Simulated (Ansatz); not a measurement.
# Sb2Au (Fm-3m): from the cell to its phonons

Wanted: vibrations and spectra of Sb2Au (Fm-3m); the cell is already relaxed. After the zone centre comes a 4×4×4 q mesh on a 12×12×12 k mesh.

Method: DFT PBEsol, scalar-relativistic, plane waves, PAW; PAW set soft_1, in Ansatz 0.2.0.

## 1. Set-up

The structure is cubic, space group Fm-3m (No. 225). The conventional cell has a = 6.774 Å, b = 6.774 Å, c = 6.774 Å, α = 90.00°, β = 90.00°, γ = 90.00°. Nearest to Sb lie 4 Au at 2.93 Å. Nearest to Au lie 8 Sb at 2.93 Å. Farther neighbours are not listed.

## 2. Zone-centre response

The cell comes from relaxations at this level that are not shown. The zone centre comes first: it holds the modes that light can see, as far as symmetry allows. No field response is asked, since the mesh shows no gap.

The input, input.yaml:

```yaml
crystal:
  lattice:
    - [0.0, 3.3871785425, 3.3871785425]
    - [3.3871785425, 0.0, 3.3871785425]
    - [3.3871785425, 3.3871785425, 0.0]
  atoms:
    - { symbol: Sb, position: [0.25, 0.25, 0.25] }
    - { symbol: Sb, position: [0.75, 0.75, 0.75] }
    - { symbol: Au, position: [0.0, 0.0, 0.0] }
kpoints:
  mp_grid: { grid: [12, 12, 12] }
hamiltonian:
  xc: pbesol
  pseudopotentials: { kind: paw, azcp: { folder: soft_1 }, xc_functional: pbe }
scf:
  occupations: { method: methfessel_paxton, width: 0.2 }
output:
  eigenvalues: true
phonons:
  method: dfpt
```

Command:

```sh
> ansatz run input.yaml --threads 4 --pin off --max-ram 10240MiB --backend cpu --events-out ev --progress --plain --runs-dir out
```

Numbers of over 12 decimals in the logs are rounded to 6 here.

The program printed:

```text
zone centre: on kpoints.mp_grid the ground state, and the responses unless they are solved on pairs of k-points, stand on 163 of the mesh's 1728 k-points, reduced under 8 symmetry operations, with k and −k counted as one. Each operation leaves every solved displacement unchanged or reverses it
Engine: ansatz 0.2.0, aarch64-unknown-linux-gnu
Pseudopotentials: kind: paw
Pseudopotential: Sb, paw, valence charge 15, recommended cutoff 420 eV (normal), soft_1/Sb.paw.azcp
Pseudopotential: Au, paw, valence charge 19, recommended cutoff 420 eV (normal), soft_1/Au.paw.azcp
Functional definition: PBEsol
  exchange = pbesol_x
  correlation = pbesol_c
Crystal: 3 atoms, lattice volume = 77.722 Å³
Basis set: ecut = 420 eV, 1471 PW (Γ), exchange–correlation on 72×72×72 points (8 copies of the dense FFT grid, shifted against one another)
Bands: 30, of which v1, the nominal top of the filled ones, is band 25 counted from 1 (24 counted from 0)
Symmetry: 48 space group operations
k-points: 163 of 1728 (irreducible under 8 space group operations, time reversal used)
Non-local potential: Sb, projectors of the file, l = 0: 2, l = 1: 2, l = 2: 2, l = 3: 1
Non-local potential: Au, projectors of the file, l = 0: 3, l = 1: 2, l = 2: 2, l = 3: 1
PAW form: soft (Blöchl's): semilocal exchange-correlation on the pseudo side does not see the compensation charge
PAW frozen core: Sb, regenerated for the run's functional, and the local potential with it (the file was generated under x = pbe(κ = 0.804, μ = 0.219515), c = pbe(β = 0.066725))
PAW frozen core: Au, regenerated for the run's functional, and the local potential with it (the file was generated under x = pbe(κ = 0.804, μ = 0.219515), c = pbe(β = 0.066725))
PAW one-centre angular grid: Sb, 590 points (default); XC on 64 Gauss nodes
PAW one-centre angular grid: Au, 590 points (default); XC on 64 Gauss nodes
Initial density: superposition of atomic densities (chi_scale 0.1, normalization cell, long waves kept (reshape's long-wave potential 0.00 eV rms))
Initial wavefunctions: pseudopotential atomic-orbital guess
Functional: x = pbesol(κ = 0.804, μ = 0.123457), c = pbesol(β = 0.046)
SCF iter   1: F=—  HF=-25828.740120 eV  |F-HF|=—  |Δ(HF+E_count)|=         —  Δρ=1.27e-1  dr2=2.20e1  ethr=3.10e-3  ⟨swp⟩=6.3  Hψ=20561  notcnv=0
preconditioner: auto → Kerker (q_TF=auto, 2.526 Å⁻¹)  [metal: Δε(μ)=0.047 eV  Ē_g=7.746 eV  σ=0.200 eV  W_gap=0.20  n_scr=14 (ndim 8)  ℏωp=19.3 eV  f_vac=0.035  D(μ)=1.10/eV (n_scr^D=0)]
SCF iter   2: F=—  HF=-25824.976195 eV  |F-HF|=—  |Δ(HF+E_count)|=    3.76e0  S|Δr|=    0.00e0  Δρ=2.00e-2  dr2=1.83e-1  ethr=3.10e-3  ⟨swp⟩=3.0  Hψ=11799  notcnv=0  defer=94
preconditioner: auto → LDOS  [metal: Δε(μ)=0.008 eV  Ē_g=8.551 eV  σ=0.200 eV  W_gap=0.03  n_scr=14 (ndim 8)  ℏωp=19.3 eV  f_vac=0.042  D(μ)=1.27/eV (n_scr^D=8)  β→1.0]
SCF iter   3: F=—  HF=-25824.977344 eV  |F-HF|=—  |Δ(HF+E_count)|=   1.15e-3  S|Δr|=    0.00e0  Δρ=2.82e-3  dr2=6.20e-3  ethr=3.72e-4  ⟨swp⟩=2.0  Hψ=10777  notcnv=0  defer=101
SCF iter   4: F=—  HF=-25824.985441 eV  |F-HF|=—  |Δ(HF+E_count)|=   8.10e-3  S|Δr|=    0.00e0  Δρ=2.02e-3  dr2=2.20e-3  ethr=1.27e-5  ⟨swp⟩=2.0  Hψ=8771  notcnv=0  defer=101
SCF iter   5: F=—  HF=-25824.985667 eV  |F-HF|=—  |Δ(HF+E_count)|=   2.26e-4  S|Δr|=    0.00e0  Δρ=6.55e-4  dr2=3.36e-4  ethr=4.49e-6  ⟨swp⟩=2.0  Hψ=8117  notcnv=0  defer=101
SCF iter   6: F=—  HF=-25824.985634 eV  |F-HF|=—  |Δ(HF+E_count)|=   3.31e-5  S|Δr|=    0.00e0  Δρ=1.43e-4  dr2=2.77e-5  ethr=6.86e-7  ⟨swp⟩=2.0  Hψ=8260  notcnv=0  defer=101
SCF iter   7: F=—  HF=-25824.985629 eV  |F-HF|=—  |Δ(HF+E_count)|=   5.09e-6  S|Δr|=    0.00e0  Δρ=2.29e-5  dr2=8.95e-7  ethr=5.66e-8  ⟨swp⟩=2.0  Hψ=5905  notcnv=0  defer=101
SCF iter   8: F=—  HF=-25824.985627 eV  |F-HF|=—  |Δ(HF+E_count)|=   1.85e-6  S|Δr|=    0.00e0  Δρ=1.95e-6  dr2=5.25e-9  ethr=1.83e-9  ⟨swp⟩=2.0  Hψ=6434  notcnv=0  defer=101
SCF iter   9: F=—  HF=-25824.985627 eV  |F-HF|=—  |Δ(HF+E_count)|=  3.35e-10  S|Δr|=    0.00e0  Δρ=6.90e-7  dr2=8.33e-10  ethr=1.07e-11  ⟨swp⟩=2.0  Hψ=6509  notcnv=0  defer=101
SCF iter  10: F=-25824.985627 eV  HF=-25824.985627 eV  |F-HF|=7.28e-12  |Δ(HF+E_count)|=  2.11e-10  S|Δr|=    0.00e0  Δρ=5.55e-8  dr2=3.88e-12  ethr=1.00e-12  ⟨swp⟩=8.8  Hψ=27829  notcnv=0
the search or the solves at the SCF's close seem to have found levels that the self-consistency loop had missed (the run counts 1). By its estimate they hold under 1e-12 electrons; where the run keeps them, the occupations were computed again with them
SCF 1 converged in 10 iterations: F = -25824.985627 eV  dr2 = 3.88e-12
  greatest PAW one-centre occupation: 1.000 electrons in one spin orbital (limit 2), on the Au atom at site 2 (counted from 0), in its partial waves of l = 0
DFPT response loops at Γ: preconditioner auto → Kerker (q_TF=auto, 2.526 Å⁻¹) (partly filled bands, converged f_vac=0.047); β = 1.00, the filter's whole step (`scf.mixing.beta` (0.50) is not read by the response loops under this deck's `scf.mixing.preconditioner`; to damp them name `kerker` or `kerker_dos`, under which they read `scf.mixing.beta`, and type it under 1.00, their step now; both keys bind the ground state too); Broyden in place of MSR1
SCF converged after 10 iterations
Stability not checked: this state was not tested for a lower state beside it, because cold or Methfessel-Paxton smearing, or corrected tetrahedra, fill the levels in a way that the test cannot read (fill_not_monotonic; see scf.lower_state_search)
Free energy (F): -25824.985627 eV
Harris-Foulkes:  -25824.985627 eV  (|F-HF|=7.28e-12)
Internal energy: -25824.984669 eV  (E = F + TS)
E sigma→0 (E₀):  -25824.985388 eV
Entropy (-TS):   -0.000958 eV (-0.319 meV/atom)
Fermi energy:    12.705036 eV
--- Per-component energies (eV) ---
  E_band       = -642.091747
  E_kinetic    = 902.532427
  E_local      = -5586.965206  (includes V_loc(G=0)·N_el)
  E_nonlocal   = 880.757762
  E_hartree    = 2355.558969
  E_xc         = -412.034403
  E_vxc        = -444.363482  (∫ρ·V_xc dr)
  E_paw        = -18521.153435  (= ΣΔE_a)
  E_vpaw       = -1105.173218  (= ΣTr[D̂ρ^β])
  E_aug_tail   = 0.001918  (compensation charges beyond the density's cutoff)
  E_ewald      = -5444.655937
  E_core_change = 0.973237  (= ΣΔE_core)
  E_smearing   = -0.000958  (= −TS)
  E_closure    = -0.000000  (closes the sum)
  Σ components = -25824.985627   (vs F -25824.985627, Δ=0.00e0)
--- Band table (eV; the first three rows and the last of 163) ---
  k-point 0: bands = [... 21 lower, 12.4204, 12.4204, 12.4204, 13.2748, 13.2748, 13.2748, 13.9868, 15.3818, ... 1 higher]
  k-point 1: bands = [... 21 lower, 11.6782, 12.2214, 12.2214, 12.9705, 13.3016, 13.3016, 14.6644, 15.5424, ... 1 higher]
  k-point 2: bands = [... 21 lower, 10.5279, 11.8009, 11.8009, 12.6701, 13.2647, 13.2647, 14.9414, 16.0096, ... 1 higher]
  k-point 162: bands = [... 21 lower, 7.7681, 8.8845, 12.0479, 12.0479, 14.7459, 15.7868, 16.5082, 16.8364, ... 1 higher]
--- Phonons (Γ-DFPT): 2 representative perturbations + reference, on 163 of 1728 k-points (Σ response iterations 6) ---
  k mesh reduced under 8 symmetry operations, with k and −k counted as one. Each operation leaves every solved displacement unchanged or reverses it
  ASR residual: 1.278e-4 → 0.000e0 eV/Å²; symmetrization residual: 1.703e-5 eV/Å²
  ASR residual per site (eV/Å²): 5.03e-5 5.03e-5 1.28e-4
  Γ frequencies (cm⁻¹): 0.00 0.00 0.00 85.28 85.28 85.28 106.19 106.19 106.19
  non-analytic LO–TO correction: not included (Born effective charges unavailable; polar crystals: no LO–TO splitting at Γ)
```

The job ended after 34 s (4 threads of Arm Neoverse V2, shared host; peak memory 1.2 GiB).

The column dr2 measures how far the density is from self-consistency, as an energy; F and HF (Harris–Foulkes) agree once it is small.

Numbers from this step:

```
volume per atom                                         : 25.91 Å³
gap on the k-mesh                                       : 0 eV
sum-rule residual before enforcement                    : 1.28e-4 eV/Å²
point group                                             : m-3m
highest optical mode at the zone centre (no LO-TO term) : 106.2 cm⁻¹
lowest optical zone-centre mode                         : 85.28 cm⁻¹
```

Patterns of degenerate modes are one choice out of their space. The modes at Γ (shares of kinetic energy by element, %):

| mode | frequency (cm⁻¹) | symmetry | Sb % | Au % |
| --- | --- | --- | --- | --- |
| 1 | 0.0 | acoustic | 55 | 45 |
| 2 | 0.0 | acoustic | 55 | 45 |
| 3 | 0.0 | acoustic | 55 | 45 |
| 4 | 85.3 | T1u | 45 | 55 |
| 5 | 85.3 | T1u | 45 | 55 |
| 6 | 85.3 | T1u | 45 | 55 |
| 7 | 106.2 | T2g | 100 | 0 |
| 8 | 106.2 | T2g | 100 | 0 |
| 9 | 106.2 | T2g | 100 | 0 |

Displacements in mode 6 (85.3 cm⁻¹), the largest set to 1:
```
Sb1 -0.81  0.01  0.48
Sb2 -0.81  0.01  0.48
Au3  1.00 -0.01 -0.59
```

Displacements in mode 9 (106.2 cm⁻¹), the largest set to 1:
```
Sb1  0.17 -0.54  1.00
Sb2 -0.17  0.54 -1.00
Au3  0.00  0.00  0.00
```

Before it was imposed, the acoustic sum rule was missed by 1.3e-4 eV/Å². Small misses are needed for a sound result but don't prove that mesh and cutoff are converged. The lowest optical mode is real, 85.3 cm⁻¹.

[end of part 1 of 2]

[Logs are printed without paths, hosts, clocks, repeated set-up lines and the standing remarks that a program may print on its own settings, such as how far it seeks lower states.]

[Hosts, paths, dates, database ids (printed as entryN), source tags and the programs' standing remarks are cut or masked in the printed files.]
